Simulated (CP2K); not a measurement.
The C K edge of 2-carboxyimidazole was computed by TDDFT (CP2K XAS_TDP, aug-cc-pVDZ, TDA) at these levels: PBE, PBEh(45%) and PBEh(45%) + GW2X. The first three lines of C2 (bonded to C and 2 O) with a strength over 0.0015, energy in eV and strength:

```tsv
run	first	second	third
1	270.87 (0.020)	272.77 (0.002)	274.60 (0.031)
2	283.41 (0.068)	288.35 (0.003)	288.98 (0.004)
3	289.89 (0.066)	294.83 (0.003)	295.47 (0.004)
```

**Question.** Which run is which?

Run 1: PBE (0 % exact exchange). Run 2: PBEh(45%) (45 % exact exchange). Run 3: PBEh(45%) + GW2X (45 % exact exchange). Self-interaction lifts the core level, so the uncorrected lines rise with the share of exact exchange. The GW2X run keeps the spacings of its parent: 4.94 eV between the first two lines in run 3, 4.94 eV in run 2. Its shift is +6.48 eV, since the Kohn–Sham level at this share of exchange lies that far above the quasiparticle level.

[Banner, clock and machine lines of the logs are left out without a mark of their own.]

[Logs are printed without paths, hosts, clocks, repeated set-up lines and the standing remarks that a program may print on its own settings, such as how far it seeks lower states.]

[Hosts, paths, dates, database ids (printed as entryN), source tags and the programs' standing remarks are cut or masked in the printed files.]
